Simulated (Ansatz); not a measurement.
# Y2SOF2 (built on the sites of a database entry of YSF): a soft mode frozen in, part 2 of 2

Aim: this structure of Y2SOF2 (built on the sites of a database entry of YSF) is to be tested for unstable modes, and one is followed downhill.

Ansatz 0.2.0; DFT PBEsol, scalar-relativistic, plane waves, PAW.

So far. Step 4 (The mode frozen in, largest atomic shift 0.14 Å): The run ends at a pressure of 0.82 GPa, with forces up to 0.18 eV/Å. Step 5 (Energy along the mode, all amplitudes (two of the runs …): The lowest of the steps tried is at 0.14 Å, 2.15 meV/atom below the parent; the bottom of the well need not coincide with a step.

The structure was built from a prototype and need not be the compound's stable phase.

## 6. Relaxing from the distorted cell

Starting from the lowest point found, all atoms and the cell are let go, so that strain and other modes of the same symmetry can join in.

input.yaml reads:

```yaml
crystal:
  lattice:
    - [-3.4651963628, -3.4651963628, 0.0]
    - [-3.4651963628, 3.4651963628, 0.0]
    - [0.0, 0.0, -7.1008233715]
  atoms:
    - { symbol: "Y", position: [0.7497985061, 0.250859781, 0.7977256662] }
    - { symbol: "Y", position: [0.2502014939, 0.749140219, 0.7977256662] }
    - { symbol: "Y", position: [0.2469066678, 0.2368006498, 0.2512112208] }
    - { symbol: "Y", position: [0.7530933322, 0.7631993502, 0.2512112208] }
    - { symbol: O, position: [0.2434814804, 0.7778147378, 0.3049025402] }
    - { symbol: O, position: [0.7565185196, 0.2221852622, 0.3049025402] }
    - { symbol: S, position: [0.2504047516, 0.2517270884, 0.6368786332] }
    - { symbol: S, position: [0.7495952484, 0.7482729116, 0.6368786332] }
    - { symbol: F, position: [0.5, 0.5, 0.0095369159] }
    - { symbol: F, position: [1.0, 1.0, -0.0002549762] }
    - { symbol: F, position: [0.0, 0.5, 0.0076778252] }
    - { symbol: F, position: [0.5, 0.0, 0.0016041145] }
kpoints:
  mp_grid: { grid: [6, 6, 4] }
hamiltonian:
  xc: pbesol
scf:
  occupations: { method: fixed }
output:
  forces: true
  stress: true
  eigenvalues: true
relax:
  adjacent_minimum: "off"
  f_tol: 0.002
  max_steps: 120
  cell: { stress_tol: 0.03 }
```

The run is started by

```console
ansatz run input.yaml --threads 8 --pin off --max-ram 14336MiB --backend cpu --events-out ev --progress --plain --runs-dir out
```

Numbers of over 12 decimals in the logs are rounded to 6 here.

The program printed:

```text
[...]
Crystal: 12 atoms, lattice volume = 170.527 Å³
Basis set: ecut = 420 eV, 3331 PW (Γ), exchange–correlation on 72×72×96 points (8 copies of the dense FFT grid, shifted against one another)
Bands: 60, of which v1, the nominal top of the filled ones, is band 48 counted from 1 (47 counted from 0)
Symmetry: 2 space group operations
[...]
k-points: 60 of 144 (time reversal used)
[...]
SCF iter   1: F=—  HF=-21296.730589 eV  |F-HF|=—  |Δ(HF+E_count)|=         —  Δρ=1.56e-2  dr2=3.35e-1  ethr=1.77e-3  ⟨swp⟩=4.3  Hψ=12224  notcnv=0  defer=568
[...]
SCF iter   8: F=-21296.654346 eV  HF=-21296.654347 eV  |F-HF|=4.19e-8  |Δ(HF+E_count)|=   1.01e-7  Δρ=7.33e-6  dr2=5.23e-8  ethr=1.04e-10  ⟨swp⟩=12.9  Hψ=17040  notcnv=0
SCF 1 converged in 8 iterations: F = -21296.654346 eV  dr2 = 5.23e-8
[...]
relax step   1: F+E_penalty+E_count = -21296.65434648 eV  Δ(F+E_penalty+E_count) = +0.000e0 eV  max|allowed force component| = 1.572e-1 eV/Å  Δτ_max = 0.0000 Å  P = +0.824 GPa  Ω = 170.527 Å³  (8 SCF iters, dr2 threshold 1.00e-7 eV, accepted)
Crystal: 12 atoms, lattice volume = 172.879 Å³
Basis set: ecut = 420 eV, 3379 PW (Γ), exchange–correlation on 72×72×96 points (8 copies of the dense FFT grid, shifted against one another)
[...]
iter 1 solved again at ethr=5.46e-5 eV; its pass at ethr=3.10e-3 eV (dr2=5.24e-2 eV) is discarded
[...]
SCF iter   7: F=-21296.641592 eV  HF=-21296.641592 eV  |F-HF|=1.55e-7  |Δ(HF+E_count)|=   6.83e-7  Δρ=1.33e-5  dr2=2.86e-7  ethr=1.25e-9  ⟨swp⟩=4.0  Hψ=13708  notcnv=0
SCF 2 converged in 7 iterations: F = -21296.641592 eV  dr2 = 2.86e-7
relax step   2: F+E_penalty+E_count = -21296.64159209 eV  Δ(F+E_penalty+E_count) = +1.275e-2 eV  max|allowed force component| = 3.367e-1 eV/Å  Δτ_max = 0.0422 Å  P = -0.671 GPa  Ω = 172.879 Å³  energy of the carried Pulay correction = -6.508e-3 eV  (7 SCF iters, dr2 threshold 1.20e-6 eV, rejected (line search))
Crystal: 12 atoms, lattice volume = 171.612 Å³
Basis set: ecut = 420 eV, 3355 PW (Γ), exchange–correlation on 72×72×96 points (8 copies of the dense FFT grid, shifted against one another)
[...]
SCF iter  11: F=-21296.665184 eV  HF=-21296.665184 eV  |F-HF|=3.64e-12  |Δ(HF+E_count)|=  2.18e-11  Δρ=5.03e-8  dr2=3.91e-12  ethr=1.00e-12  ⟨swp⟩=12.6  Hψ=18996  notcnv=0
SCF 3 converged in 11 iterations: F = -21296.665184 eV  dr2 = 3.91e-12
relax step   3: F+E_penalty+E_count = -21296.66518368 eV  Δ(F+E_penalty+E_count) = -1.084e-2 eV  max|allowed force component| = 9.478e-2 eV/Å  Δτ_max = 0.0192 Å  P = +0.230 GPa  Ω = 171.612 Å³  energy of the carried Pulay correction = -3.013e-3 eV  (11 SCF iters, accepted)
[... from here on, the SCF cycles and remarks between the steps are left out ...]
relax step   4: F+E_penalty+E_count = -21296.67855763 eV  Δ(F+E_penalty+E_count) = -1.337e-2 eV  max|allowed force component| = 1.113e-1 eV/Å  Δτ_max = 0.0413 Å  P = +0.268 GPa  Ω = 172.402 Å³  energy of the carried Pulay correction = -5.194e-3 eV  (7 SCF iters, dr2 threshold 9.89e-7 eV, accepted)
relax step   5: F+E_penalty+E_count = -21296.65638457 eV  Δ(F+E_penalty+E_count) = +2.217e-2 eV  max|allowed force component| = 4.982e-1 eV/Å  Δτ_max = 0.1469 Å  P = +1.190 GPa  Ω = 175.365 Å³  energy of the carried Pulay correction = -1.329e-2 eV  (7 SCF iters, dr2 threshold 1.19e-6 eV, rejected (line search))
relax step   6: F+E_penalty+E_count = -21296.69487762 eV  Δ(F+E_penalty+E_count) = -1.632e-2 eV  max|allowed force component| = 5.603e-2 eV/Å  Δτ_max = 0.0735 Å  P = +0.056 GPa  Ω = 173.895 Å³  energy of the carried Pulay correction = -9.293e-3 eV  (12 SCF iters, accepted)
relax step   7: F+E_penalty+E_count = -21296.69994376 eV  Δ(F+E_penalty+E_count) = -5.066e-3 eV  max|allowed force component| = 1.336e-2 eV/Å  Δτ_max = 0.0511 Å  P = +0.046 GPa  Ω = 174.480 Å³  energy of the carried Pulay correction = -1.089e-2 eV  (7 SCF iters, dr2 threshold 1.96e-7 eV, accepted)
relax step   8: F+E_penalty+E_count = -21296.69976798 eV  Δ(F+E_penalty+E_count) = +1.758e-4 eV  max|allowed force component| = 1.550e-3 eV/Å  Δτ_max = 0.0052 Å  P = +0.001 GPa  Ω = 174.591 Å³  energy of the carried Pulay correction = -1.119e-2 eV  (7 SCF iters, dr2 threshold 1.23e-8 eV, accepted)
relax step   9: F+E_penalty+E_count = -21296.71511619 eV  Δ(F+E_penalty+E_count) = -1.535e-2 eV  max|allowed force component| = 1.893e-3 eV/Å  Δτ_max = 0.0000 Å  P = +0.165 GPa  Ω = 174.591 Å³  stress off target by 2.44e-1 GPa  SCF on the basis re-selected at this cell (its energy is not comparable with the rows above)  (7 SCF iters)
relax step  10: F+E_penalty+E_count = -21296.71449833 eV  Δ(F+E_penalty+E_count) = +6.179e-4 eV  max|allowed force component| = 4.734e-3 eV/Å  Δτ_max = 0.0066 Å  P = -0.004 GPa  Ω = 174.959 Å³  energy of the carried Pulay correction = -1.055e-3 eV  (6 SCF iters, dr2 threshold 1.49e-7 eV, accepted)
relax step  11: F+E_penalty+E_count = -21296.71444345 eV  Δ(F+E_penalty+E_count) = +5.488e-5 eV  max|allowed force component| = 6.842e-4 eV/Å  Δτ_max = 0.0007 Å  P = +0.003 GPa  Ω = 174.981 Å³  energy of the carried Pulay correction = -1.116e-3 eV  (6 SCF iters, dr2 threshold 1.40e-9 eV, accepted)
[...]
SCF iter   6: F=-21296.715629 eV  HF=-21296.715629 eV  |F-HF|=0.00e0  |Δ(HF+E_count)|=  3.64e-11  Δρ=8.75e-8  dr2=9.19e-12  ethr=1.00e-12  ⟨swp⟩=12.8  Hψ=16923  notcnv=0
SCF 12 converged in 6 iterations: F = -21296.715629 eV  dr2 = 9.19e-12
relax step  12: F+E_penalty+E_count = -21296.71562923 eV  Δ(F+E_penalty+E_count) = -1.186e-3 eV  max|allowed force component| = 6.360e-4 eV/Å  Δτ_max = 0.0000 Å  P = +0.008 GPa  Ω = 174.981 Å³  stress off target by 1.43e-2 GPa  SCF on the basis re-selected at this cell (its energy is not comparable with the rows above)  (6 SCF iters)
[...]
SCF converged after 6 iterations
Free energy (F): -21296.715629 eV
[...]
Internal energy: -21296.715629 eV  (E = F + TS)
E sigma→0 (E₀):  -21296.715629 eV
Fermi energy:    8.939223 eV
[...]
--- Forces (eV/Å), atoms counted from 1 ---
  atom   1  Y      0.00009500    -0.00030238     0.00026996
  atom   2  Y     -0.00009500     0.00030238     0.00026996
  atom   3  Y     -0.00063602     0.00008579     0.00060966
  atom   4  Y      0.00063602    -0.00008579     0.00060966
  atom   5  O     -0.00004152     0.00053709    -0.00008339
  atom   6  O      0.00004152    -0.00053709    -0.00008339
  atom   7  S     -0.00038612     0.00001259    -0.00046750
  atom   8  S      0.00038612    -0.00001259    -0.00046750
  atom   9  F      0.00000000     0.00000000     0.00016360
  atom  10  F      0.00000000     0.00000000    -0.00005123
  atom  11  F      0.00000000     0.00000000    -0.00036592
  atom  12  F      0.00000000     0.00000000    -0.00040196
  max |Σ_I F_I| component: 1.94e-6 eV/Å
--- Stress (GPa, compression-positive) ---
        0.013354       0.000296       0.000000
        0.000296       0.014216       0.000000
        0.000000       0.000000      -0.003130
  P = ⅓ Tr σ = 0.0081 GPa (0.081 kbar)
--- Band table (eV; the first three rows and the last of 60) ---
  k-point 0: bands = [... 44 lower, 8.3496, 8.8596, 8.9119, 8.9392, 11.2680, 12.8665, 13.2586, 13.8595, ... 8 higher]
  k-point 1: bands = [... 44 lower, 8.3747, 8.7233, 8.8232, 8.9191, 11.3572, 12.7301, 13.2788, 13.8546, ... 8 higher]
  k-point 2: bands = [... 44 lower, 8.3747, 8.5346, 8.7823, 8.9003, 11.4668, 12.5733, 13.2927, 13.8499, ... 8 higher]
  k-point 59: bands = [... 44 lower, 8.0947, 8.1602, 8.6575, 8.7098, 12.7540, 12.7699, 13.7085, 13.7805, ... 8 higher]
--- Relaxed structure (10 steps of the walk, 8 accepted, 2 SCFs on fresh bases) ---
  F+E_penalty+E_count = -21296.71562923 eV   max|allowed force component| = 6.360e-4 eV/Å   (the final SCF, on the basis selected at the relaxed cell)
  cell:  # Å, volume = 174.9806 Å³
    - [-3.523565, -3.532834, 0.0]
    - [-3.523610, 3.532879, 0.0]
    - [0.0, 0.0, -7.028277]
  atoms:
    - { symbol: Y, position: [0.747783, 0.252220, 0.797352] }
    - { symbol: Y, position: [0.252217, 0.747780, 0.797352] }
    - { symbol: Y, position: [0.227191, 0.227183, 0.251212] }
    - { symbol: Y, position: [0.772809, 0.772817, 0.251212] }
    - { symbol: O, position: [0.210242, 0.789765, 0.305923] }
    - { symbol: O, position: [0.789758, 0.210235, 0.305923] }
    - { symbol: S, position: [0.252973, 0.252973, 0.639074] }
    - { symbol: S, position: [0.747027, 0.747027, 0.639074] }
    - { symbol: F, position: [0.500000, 0.5, 0.014659] }
    - { symbol: F, position: [1.000000, 1.0, -0.010220] }
    - { symbol: F, position: [0.0, 0.5, 0.00422062] }
    - { symbol: F, position: [0.5, 0.0, 0.00421708] }
```

The job ended after 1.7 min (8 threads of Arm Neoverse V2, shared host; peak memory 1 GiB; 13 min of CPU time).

Step by step:

| step | energy less that of the first step (eV) | largest force component (eV/Å) | pressure (GPa) | volume (Å³) |
| --- | --- | --- | --- | --- |
| 1 | 0.0000 | 0.1572 | 0.82 | 170.53 |
| 2 | 0.0128 | 0.3367 | -0.67 | 172.88 |
| 3 | -0.0108 | 0.0948 | 0.23 | 171.61 |
| 4 | -0.0242 | 0.1113 | 0.27 | 172.40 |
| 5 | -0.0020 | 0.4982 | 1.19 | 175.37 |
| 6 | -0.0405 | 0.0560 | 0.06 | 173.90 |
| 7 | -0.0456 | 0.0134 | 0.05 | 174.48 |
| 8 | -0.0454 | 0.0015 | 0.00 | 174.59 |
| 9* | -0.0608 | 0.0019 | 0.16 | 174.59 |
| 10 | -0.0602 | 0.0047 | 0.00 | 174.96 |
| 11 | -0.0601 | 0.0007 | 0.00 | 174.98 |
| 12* | -0.0613 | 0.0006 | 0.01 | 174.98 |

Relaxation steps marked * repeat the geometry before them on a plane-wave basis chosen anew for their cell, so energy and pressure can jump there. Relaxation steps 2, 5 were tried and not accepted.

Forces are held to the 2 operations that the run works with; a distortion that breaks them can't arise in this run.

| cell as run | before | after | change |
| --- | --- | --- | --- |
| a (Å) | 4.901 | 4.990 | +1.8 % |
| b (Å) | 4.901 | 4.990 | +1.8 % |
| c (Å) | 7.101 | 7.028 | -1.0 % |
| γ (°) | 90.00 | 90.15 | +0.2 % |
| volume (Å³/atom) | 14.21 | 14.58 | +2.6 % |

The atoms that moved most (Å, as changes of fractional coordinates times the final cell):

| atom | dx | dy | dz | length |
| --- | --- | --- | --- | --- |
| O5 | 0.075 | 0.160 | -0.007 | 0.177 |
| O6 | -0.075 | -0.160 | -0.007 | 0.177 |
| Y3 | 0.103 | 0.036 | 0.000 | 0.109 |
| Y4 | -0.103 | -0.036 | 0.000 | 0.109 |
| F10 | 0.000 | 0.000 | 0.070 | 0.070 |
| F9 | 0.000 | 0.000 | -0.036 | 0.036 |
| F11 | 0.000 | 0.000 | 0.024 | 0.024 |
| S7 | -0.013 | -0.005 | -0.015 | 0.021 |

The relaxed structure:

```xyz
12
Lattice="-3.5236 -3.5328 0.0000 -3.5236 3.5329 0.0000 0.0000 0.0000 -7.0283" Properties=species:S:1:pos:R:3 pbc="T T T"
Y    -3.5236   -1.7507   -5.6040
Y    -3.5236    1.7508   -5.6040
Y    -1.6010    0.0000   -1.7656
Y    -5.4461    0.0001   -1.7656
O    -3.5236    2.0474   -2.1501
O    -3.5235   -2.0474   -2.1501
S    -1.7827    0.0000   -4.4916
S    -5.2644    0.0000   -4.4916
F    -3.5236    0.0000   -0.1030
F    -7.0472    0.0000    0.0718
F    -1.7618    1.7664   -0.0297
F    -1.7618   -1.7664   -0.0296
```

This step gave:

```yaml
pressure: 0.008147 GPa
gap_on_the_k_mesh: 2.329 eV
volume_per_atom: 14.58 Å³
```

The distorted start has space group P2; the relaxation ends in Cmm2.

## 7. The phases reached

The phases reached along the modes that were followed are set side by side.

Energies are those of the first relaxation, on the mesh of the frozen mode; space group, volume and gap are those of the last relaxation. Phases, by row:

| mode frozen in | space group | energy from parent (meV/atom) | volume (Å³/atom) | gap on mesh (eV) | lowest zone-centre optical mode (cm⁻¹) | largest shift (Å) |
| --- | --- | --- | --- | --- | --- | --- |
| parent | P4mm | 0 | 14.21 | 1.844 | – | – |
| q = (0, 0, 0), 124i cm⁻¹ | Cm | -7.26 | 14.41 | 2.357 | -93.5 | 0.236 |
| q = (0, 0, 0), 124i cm⁻¹ | Amm2 | -111.3 | 14.97 | 1.915 | 113.3 | 1.139 |
| q = (0, 0, 0), 124i cm⁻¹ | Amm2 | -111.3 | 14.97 | 1.915 | 113.3 | 1.138 |
| q = (-0.5, -0.5, 0), 118i cm⁻¹ | Pma2 | -5.12 | 14.48 | 2.21 | – | 0.239 |
| q = (-0.5, -0.5, 0), 118i cm⁻¹ | Cmm2 | -7.25 | 14.58 | 2.329 | – | 0.281 |
| q = (-0.5, -0.5, 0), 118i cm⁻¹ | Cmm2 | -7.25 | 14.58 | 2.329 | – | 0.281 |

## 8. Results

```
unstable mode of the parent                                                      : q = (-0.5, -0.5, 0), 118i cm⁻¹
depth at the lowest point sampled                                                : 2.15 meV/atom
largest atomic shift at that point                                               : 0.14 Å
space group reached (within 0.01 Å)                                              : Cmm2
energy gained over the parent (first relaxation, on the mesh of the frozen mode) : 7.25 meV/atom
volume per atom, phase reached                                                   : 14.6 Å³
gap on the k-mesh, phase reached                                                 : 2.33 eV
```

**Reading.** Along this mode the structure falls into Cmm2, 7.25 meV/atom below the parent. At the parent's cell the well is 2.147 meV/atom deep on the steps tried, with its lowest point at a shift of 0.14 Å. Relaxing atoms and cell changes the gain by +5.11 meV/atom against the lowest step (energies at zero smearing). Most of the total comes from this relaxation. The modes of the phase reached were not computed on this path. Of the 6 patterns followed to their end from this parent, this one ends 104 meV/atom above the lowest, Amm2. Each path keeps the symmetry of its pattern, so a lower phase may lie along a pattern not tried. The q mesh is too sparse to interpolate, so only the solved wavevectors are given. The program warns that the interpolation holds no quadrupole term, so branches close to Γ can be off in this crystal. The starting cell was built on a prototype and not taken from a measurement, so the phase need not exist.

[Logs are printed without paths, hosts, clocks, repeated set-up lines and the standing remarks that a program may print on its own settings, such as how far it seeks lower states.]

[Hosts, paths, dates, database ids (printed as entryN), source tags and the programs' standing remarks are cut or masked in the printed files.]
